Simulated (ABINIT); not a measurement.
**Converging GW for Au2S (Pn-3m) in ABINIT**

What does each rung of G0W0 on Au2S (Pn-3m) cost, and what does it buy?

Calculated with ABINIT 10.8.3; LDA and many-body steps on it, plane waves.

## 1. Starting point

It takes space group Pn-3m (No. 224, cubic). The conventional cell has a = 5.274 Å, b = 5.274 Å, c = 5.274 Å, α = 90.00°, β = 90.00°, γ = 90.00°. Nearest to S lie 4 Au at 2.28 Å. Au has 2 S at 2.28 Å nearest. Farther neighbours and most contacts between anions are not listed.

The cell and positions are those that the Materials Project relaxed with its own functionals (PBE, PBE+U or r2SCAN), kept fixed. Spin-orbit coupling is left out unless a step names it.

## 2. Empty states on the mesh, 2×2×2 mesh, 529 bands

This step: ABINIT 10.8.3; DFT, LDA, plane waves, norm-conserving pseudopotentials.

The sums over transitions need many empty states on a uniform mesh; this step solves for them.

Input file run.abi:

```
acell 3*1.0 Angstrom
rprim 
  5.273982180000 0.000000000000 0.000000000000
  0.000000000000 5.273982180000 0.000000000000
  0.000000000000 0.000000000000 5.273982180000
ntypat 2
znucl 16 79
natom 6
typat 1 1 2 2 2 2
xred 
  -0.000000000000 0.000000000000 -0.000000000000
  0.500000000000 0.500000000000 0.500000000000
  0.250000000000 0.250000000000 0.750000000000
  0.750000000000 0.250000000000 0.250000000000
  0.250000000000 0.750000000000 0.250000000000
  0.750000000000 0.750000000000 0.750000000000
pp_dirpath "pseudos"
pseudos "S.upf, Au.upf"
ecut 28
ngkpt 2 2 2
nshiftk 1
shiftk 0 0 0
kptopt 1
chksymbreak 0
iscf -2
irdden 1
istwfk *1
nband 529
nbdbuf 48
tolwfr 1e-09
nstep 60
prtvol 0
indata_prefix "in"
outdata_prefix "out"
tmpdata_prefix "tmp"
```

Launch:

```
$ OMP_NUM_THREADS=1 mpirun -n 8 abinit run.abi > log
```

Numbers of over 12 decimals in the logs are rounded to 6 here.

What it wrote:

```text
.Version 10.8.3 of ABINIT. v10.8.2 released Aug 2026.

 Symmetries : space group Pn -3 m (#224); Bravais cP (primitive cubic)
[... echo of the input left out ...]
== DATASET  1 ==================================================================
-   mpi_nproc: 8, omp_nthreads: 1 (-1 if OMP is not activated)
-    --> not optimal distribution: autoparal keyword recommended in input file <--

--- !DatasetInfo
iteration_state: {dtset: 1, }
dimensions: {natom: 6, nkpt: 4, mband: 529, nsppol: 1, nspinor: 1, nspden: 1, mpw: 7088, }
cutoff_energies: {ecut:  28.0, pawecutdg:  -1.0, }
[...]
4.49459    4.50566    4.50569    4.52167    4.52170    4.52174    4.53945    4.53963
   4.56077    4.56116    4.56172    4.56218    4.56277    4.56366    4.60380    4.61018
   4.61585
 prteigrs : prtvol=0 or 1, do not print more k-points.

== END DATASET(S) ==============================================================
================================================================================

 -outvars: echo values of variables after computation  --------
            nband         529
             nkpt           4
          spgroup         224
 [... the other variables as echoed above ...]

 Calculation completed.
```

Run time: 17 min. Hardware: 8 MPI ranks of Arm Neoverse N1, shared host; peak memory 0.86 GiB; 2.2 h of CPU time.

Numbers from this step:

```
gap                                                           : 1.989 eV
k of the valence top                                          : 0, 0, 0
k of the conduction bottom                                    : 0, 0, 0
least direct gap                                              : 1.989 eV
k points computed                                             : 4
lowest point of the top converged band, above the valence top : 111.0491 eV
```

On this mesh the gap is 1.989 eV.

The density comes from a self-consistent run that is not shown.

## 3. Screening, 2×2×2 mesh, 98 bands, screening to 76.2 eV

The RPA dielectric matrix is built and inverted for each q.

This step: RPA screening on LDA, plane waves, norm-conserving pseudopotentials.

Edit run.abi of step 2 so:

```diff
@@ -24,10 +24,11 @@
 chksymbreak 0
-iscf -2
-irdden 1
 istwfk *1
-nband 529
-nbdbuf 48
-tolwfr 1e-09
-nstep 60
-prtvol 0
+occopt 1
+irdwfk 1
+optdriver 3
+nband 98
+ecuteps 2.8
+inclvkb 2
+awtr 1
+symchi 1
 indata_prefix "in"
```

What it wrote:

```text
.Version 10.8.3 of ABINIT. v10.8.2 released Aug 2026.

 Symmetries : space group Pn -3 m (#224); Bravais cP (primitive cubic)
[... echo of the input left out ...]
== DATASET  1 ==================================================================
-   mpi_nproc: 8, omp_nthreads: 1 (-1 if OMP is not activated)

--- !DatasetInfo
iteration_state: {dtset: 1, }
dimensions: {natom: 6, nkpt: 4, mband: 98, nsppol: 1, nspinor: 1, nspden: 1, mpw: 7088, }
cutoff_energies: {ecut:  28.0, pawecutdg:  -1.0, }
electrons: {nelect:   8.80000000E+01, charge:   0.00000000E+00, occopt:   1.00000000E+00, tsmear:   1.00000000E-02, }

 SCREENING: Calculation of the susceptibility and dielectric matrices

 Based on a program developped by R.W. Godby, V. Olevano, G. Onida, and L. Reining.
 Incorporated in ABINIT by V. Olevano, G.-M. Rignanese, and M. Torrent.
.Using double precision arithmetic ; gwpc =  8

[... cell and pseudopotentials left out ...]
--------------------------------------------------------------------------------

 ==== K-mesh for the wavefunctions ====
 Number of points in the irreducible wedge :     4
[... list of points left out ...]
 Together with 48 symmetry operations and time-reversal symmetry
 yields     8 points in the full Brillouin Zone.

 ==== Q-mesh for the screening function ====
 Number of points in the irreducible wedge :     4
[... list of points left out ...]
 Together with 48 symmetry operations and time-reversal symmetry
 yields     8 points in the full Brillouin Zone.

 setmesh: FFT mesh size selected  =    32x   32x   32
          total number of points  =        32768

 vcoul_init : cutoff-mode = AUXILIARY_FUNCTION
 q-points for optical limit:   1
     1)      0.000010    0.000020    0.000030

- screening: taking advantage of time-reversal symmetry
- Maximum band index for partially occupied states nbvw = 44
- Remaining bands to be divided among processors   nbcw = 54
- Number of bands treated by each node ~6

 Number of electrons calculated from density =   88.0000; Expected =   88.0000
 average of density, n =  0.088894
 r_s =    1.3900
 omega_plasma =   28.7601 [eV]

 calculating chi0 at frequencies [eV] :
  1    0.000000E+00    0.000000E+00
  2    0.000000E+00    2.876012E+01

--------------------------------------------------------------------------------
  q-point number  1        q = ( 0.000000, 0.000000, 0.000000) [r.l.u.]
--------------------------------------------------------------------------------
[... chi0 elements left out ...]
 For q-point:  0.000010 0.000020 0.000030
  dielectric constant =  10.8601
  dielectric constant without local fields =  12.3580

  Average fulfillment of the sum rule on Im[epsilon] for q-point    1 :     30.98  [%]
[... wings left out ...]
  q-point number  2        q = ( 0.500000, 0.000000, 0.000000) [r.l.u.]
--------------------------------------------------------------------------------
[... chi0 elements left out ...]
  Average fulfillment of the sum rule on Im[epsilon] for q-point    2 :     38.46  [%]

 [... 2 further q-points ...]
```

Wall time 45 s (8 MPI ranks); peak memory 2.3 GiB; 6 min of CPU time.

This step gave:

```yaml
eps_infinity_with_local_fields_on_this_mesh_along_the_program_s_q_direction: 10.86
the_same_without_local_fields: 12.36
plasma_frequency: 28.76 eV
plane_waves_in_the_screening_matrix: 251
```

Local fields lower ε∞ by 12 %. On a Γ-centred mesh this coarse the value itself is usually too large, while a short band sum pulls it down.

## 4. 98 bands, 76.2 eV

The self-energy is evaluated for the states that the input lists, and the levels follow from it, in one-shot runs by the linearised quasiparticle equation.

This step: G0W0 on LDA, plane waves, norm-conserving pseudopotentials.

Edit run.abi of step 3 so:

```diff
@@ -27,8 +27,15 @@
 irdwfk 1
-optdriver 3
+optdriver 4
 nband 98
+gwcalctyp 0
+ecutsigx 28
+symsigma 1
+nkptgw 1
+kptgw 
+  0.0000000000 0.0000000000 0.0000000000
+bdgw 
+  42 46
 ecuteps 2.8
-inclvkb 2
-awtr 1
-symchi 1
+irdscr 1
+ppmodel 1
 indata_prefix "in"
```

What it wrote:

```text
.Version 10.8.3 of ABINIT. v10.8.2 released Aug 2026.

 Symmetries : space group Pn -3 m (#224); Bravais cP (primitive cubic)
[... echo of the input left out ...]
== DATASET  1 ==================================================================
-   mpi_nproc: 8, omp_nthreads: 1 (-1 if OMP is not activated)

--- !DatasetInfo
iteration_state: {dtset: 1, }
dimensions: {natom: 6, nkpt: 4, mband: 98, nsppol: 1, nspinor: 1, nspden: 1, mpw: 7088, }
cutoff_energies: {ecut:  28.0, pawecutdg:  -1.0, }
electrons: {nelect:   8.80000000E+01, charge:   0.00000000E+00, occopt:   1.00000000E+00, tsmear:   1.00000000E-02, }

 SIGMA: Calculation of the GW corrections

 Based on a program developped by R.W. Godby, V. Olevano, G. Onida, and L. Reining.
 Incorporated in ABINIT by V. Olevano, G.-M. Rignanese, and M. Torrent.
.Using double precision arithmetic ; gwpc =  8

[... cell and pseudopotentials left out ...]
--------------------------------------------------------------------------------

 ==== K-mesh for the wavefunctions ====
 Number of points in the irreducible wedge :     4
[... list of points left out ...]
 Together with 48 symmetry operations and time-reversal symmetry
 yields     8 points in the full Brillouin Zone.

 ==== Q-mesh for screening function ====
 Number of points in the irreducible wedge :     4
[... list of points left out ...]
 Together with 48 symmetry operations and time-reversal symmetry
 yields     8 points in the full Brillouin Zone.

 vcoul_init : cutoff-mode = AUXILIARY_FUNCTION
 q-points for optical limit:   1
     1)      0.000010    0.000020    0.000030
 setmesh: FFT mesh size selected  =    48x   48x   48
          total number of points  =       110592

 Number of electrons calculated from density =   88.0000; Expected =   88.0000
 average of density, n =  0.088894
 r_s =    1.3900
 omega_plasma =   28.7601 [eV]

 === KS Band Gaps ===
  >>>> For spin  1
   Minimum direct gap =   1.9888 [eV], located at k-point      :   0.0000  0.0000  0.0000
   Fundamental gap    =   1.9888 [eV], Top of valence bands at :   0.0000  0.0000  0.0000
                                       Bottom of conduction at :   0.0000  0.0000  0.0000
 SIGMA fundamental parameters:
 PLASMON POLE MODEL  1
 number of plane-waves for SigmaX                 6979
 number of plane-waves for SigmaC and W            251
 number of plane-waves for wavefunctions          6979
 number of bands                                    98
 number of independent spin polarizations            1
 number of spinorial components                      1
 number of k-points in IBZ                           4
 number of q-points in IBZ                           4
 number of symmetry operations                      48
 number of k-points in BZ                            8
 number of q-points in BZ                            8
 number of frequencies for dSigma/dE                 9
 frequency step for dSigma/dE [eV]                0.25
 number of omega for Sigma on real axis              0
 max omega for Sigma on real axis  [eV]           0.00
 zcut for avoiding poles [eV]                     0.10

 EPSILON^-1 parameters (SCR file):
 dimension of the eps^-1 matrix on file            251
 dimension of the eps^-1 matrix used               251
 number of plane-waves for wavefunctions          6979
 number of bands                                    98
 number of q-points in IBZ                           4
 number of frequencies                               2
 number of real frequencies                          1
 number of imag frequencies                          1

 matrix elements of self-energy operator (all in [eV])

 Perturbative Calculation

--- !SelfEnergy_ee
iteration_state: {dtset: 1, }
kpoint     : [   0.000,    0.000,    0.000, ]
spin       : 1
KS_gap     :    1.989
QP_gap     :    2.499
Delta_QP_KS:    0.510
data: !SigmaeeData |
     Band     E0 <VxcDFT>   SigX SigC(E0)      Z dSigC/dE  Sig(E)    E-E0       E
       42   4.579 -18.163 -21.080   3.398   0.798  -0.253 -17.779   0.384   4.963
       43   4.579 -18.163 -21.080   3.398   0.798  -0.253 -17.779   0.384   4.963
       44   4.579 -18.163 -21.080   3.398   0.798  -0.253 -17.779   0.384   4.963
       45   6.568  -9.303  -5.538  -2.686   0.828  -0.207  -8.409   0.894   7.462
       46   6.568  -9.303  -5.538  -2.686   0.828  -0.207  -8.409   0.894   7.462

== END DATASET(S) ==============================================================
================================================================================

 -outvars: echo values of variables after computation  --------
           etotal      0.0000000000E+00
            nband          98
             nkpt           4
          spgroup         224
 [... the other variables as echoed above ...]

 Calculation completed.
```

Elapsed: 7 s, on 8 MPI ranks; peak memory 1.4 GiB; 55 s of CPU time.

Numbers from this step:

```yaml
g0w0_gap_on_the_points_computed: 2.499 eV
starting_gap_on_the_mesh: 1.989 eV
k_of_the_valence_top: 0, 0, 0
k_of_the_conduction_bottom: 0, 0, 0
z_at_the_valence_top: 0.798
z_at_the_conduction_bottom: 0.828
least_direct_g0w0_gap_on_the_computed_points: 2.499 eV
```

The gap on the mesh goes from 1.99 eV to 2.50 eV, a correction of +0.51 eV.

## 5. Screening, 2×2×2 mesh, 222 bands, screening to 141.5 eV

This step: RPA screening on LDA, plane waves, norm-conserving pseudopotentials.

Edit run.abi of step 4 so:

```diff
@@ -27,15 +27,8 @@
 irdwfk 1
-optdriver 4
-nband 98
-gwcalctyp 0
-ecutsigx 28
-symsigma 1
-nkptgw 1
-kptgw 
-  0.0000000000 0.0000000000 0.0000000000
-bdgw 
-  42 46
-ecuteps 2.8
-irdscr 1
-ppmodel 1
+optdriver 3
+nband 222
+ecuteps 5.2
+inclvkb 2
+awtr 1
+symchi 1
 indata_prefix "in"
```

What it wrote:

```text
.Version 10.8.3 of ABINIT. v10.8.2 released Aug 2026.

 Symmetries : space group Pn -3 m (#224); Bravais cP (primitive cubic)
[... echo of the input left out ...]
== DATASET  1 ==================================================================
-   mpi_nproc: 8, omp_nthreads: 1 (-1 if OMP is not activated)

--- !DatasetInfo
iteration_state: {dtset: 1, }
dimensions: {natom: 6, nkpt: 4, mband: 222, nsppol: 1, nspinor: 1, nspden: 1, mpw: 7088, }
cutoff_energies: {ecut:  28.0, pawecutdg:  -1.0, }
electrons: {nelect:   8.80000000E+01, charge:   0.00000000E+00, occopt:   1.00000000E+00, tsmear:   1.00000000E-02, }

 SCREENING: Calculation of the susceptibility and dielectric matrices

 Based on a program developped by R.W. Godby, V. Olevano, G. Onida, and L. Reining.
 Incorporated in ABINIT by V. Olevano, G.-M. Rignanese, and M. Torrent.
.Using double precision arithmetic ; gwpc =  8

[... cell and pseudopotentials left out ...]
--------------------------------------------------------------------------------

 ==== K-mesh for the wavefunctions ====
 Number of points in the irreducible wedge :     4
[... list of points left out ...]
 Together with 48 symmetry operations and time-reversal symmetry
 yields     8 points in the full Brillouin Zone.

 ==== Q-mesh for the screening function ====
 Number of points in the irreducible wedge :     4
[... list of points left out ...]
 Together with 48 symmetry operations and time-reversal symmetry
 yields     8 points in the full Brillouin Zone.

 setmesh: FFT mesh size selected  =    36x   36x   36
          total number of points  =        46656

 vcoul_init : cutoff-mode = AUXILIARY_FUNCTION
 q-points for optical limit:   1
     1)      0.000010    0.000020    0.000030

- screening: taking advantage of time-reversal symmetry
- Maximum band index for partially occupied states nbvw = 44
- Remaining bands to be divided among processors   nbcw = 178
- Number of bands treated by each node ~22

 Number of electrons calculated from density =   88.0000; Expected =   88.0000
 average of density, n =  0.088894
 r_s =    1.3900
 omega_plasma =   28.7601 [eV]

 calculating chi0 at frequencies [eV] :
  1    0.000000E+00    0.000000E+00
  2    0.000000E+00    2.876012E+01

--------------------------------------------------------------------------------
  q-point number  1        q = ( 0.000000, 0.000000, 0.000000) [r.l.u.]
--------------------------------------------------------------------------------
[... chi0 elements left out ...]
 For q-point:  0.000010 0.000020 0.000030
  dielectric constant =  10.9046
  dielectric constant without local fields =  12.5374

  Average fulfillment of the sum rule on Im[epsilon] for q-point    1 :     65.87  [%]
[... wings left out ...]
  q-point number  2        q = ( 0.500000, 0.000000, 0.000000) [r.l.u.]
--------------------------------------------------------------------------------
[... chi0 elements left out ...]
  Average fulfillment of the sum rule on Im[epsilon] for q-point    2 :     72.96  [%]

 [... 2 further q-points ...]
```

Run time: 2.5 min. Hardware: 8 MPI ranks; peak memory 3.1 GiB.

This step gave:

- ε∞ with local fields, on this mesh, along the program's q direction: 10.90
- the same without local fields: 12.54
- plasma frequency: 28.76 eV
- plane waves in the screening matrix: 587

(Part 1 of 2 ends here.)

[Paths, hosts, dates, memory and timing lines, banners, echoed tables and standing remarks are left out of the program output.]

[Logs are printed without paths, hosts, clocks, repeated set-up lines and the standing remarks that a program may print on its own settings, such as how far it seeks lower states.]

[Runs of the session that timed out or met a known fault of the program may be left out.]

[No measured gap is set beside runs whose start may be inverted or whose files or cutoffs have a known fault.]

[Hosts, paths, dates, database ids (printed as entryN), source tags and the programs' standing remarks are cut or masked in the printed files.]

[G0W0 gaps are taken among the corrected bands and points alone; a level outside them can change the order at an edge.]

[Where Ansatz stands beside ABINIT at settings called matched, ABINIT's density can come from a denser mesh and the files from another edition; pairs whose starting gaps differed by over 0.03 eV were left out, so agreement reads better than it is.]
